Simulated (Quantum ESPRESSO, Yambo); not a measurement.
Planning a run of Yambo 5.3.0 on H (I4/mmm). The input:

```
HF_and_locXC
gw0
dyson
ppa
em1d
rim_cut
RandQpts= 1000000
RandGvec= 1 RL
EXXRLvcs= 64 Ry
VXCRLvcs= 256 Ry
Chimod= "HARTREE"
% BndsRnXp
 1 | 79 |
%
NGsBlkXp= 9.5 Ry
% LongDrXp
 1 | 1 | 1 |
%
% GbndRnge
 1 | 79 |
%
DysSolver= "n"
ExtendOut
PPAPntXp= 27.21138 eV
% QPkrange
 1 | 13 | 1 | 5 |
%
```

```sh
OMP_NUM_THREADS=1 mpirun -n 4 yambo -F gw1.in -J gw1 -C gw1 > gw1.log
```

The stored states that it reads are on a 4×4×4 mesh. Symmetry: I4/mmm, No. 139, tetragonal system. The conventional cell has a = 4.318 Å, b = 4.318 Å, c = 3.707 Å, α = 90.00°, β = 90.00°, γ = 90.00°. H has 1 H at 0.74 Å nearest.

**Question.** How long will it take on 4 MPI ranks of Arm Neoverse V1, shared host, and how much memory?

It took 77 s; on shared hardware allow 39 s to 2.6 min. Peak host memory was 1.4 GiB.

The screening grows as filled bands × empty bands × pairs of k points, times the square of the screening basis for the matrix.

[Paths, hosts, dates, memory and timing lines, banners, echoed tables and standing remarks are left out of the program output.]

[Logs are printed without paths, hosts, clocks, repeated set-up lines and the standing remarks that a program may print on its own settings, such as how far it seeks lower states.]

[Runs of the session that timed out or met a known fault of the program may be left out.]

[Hosts, paths, dates, database ids (printed as entryN), source tags and the programs' standing remarks are cut or masked in the printed files.]
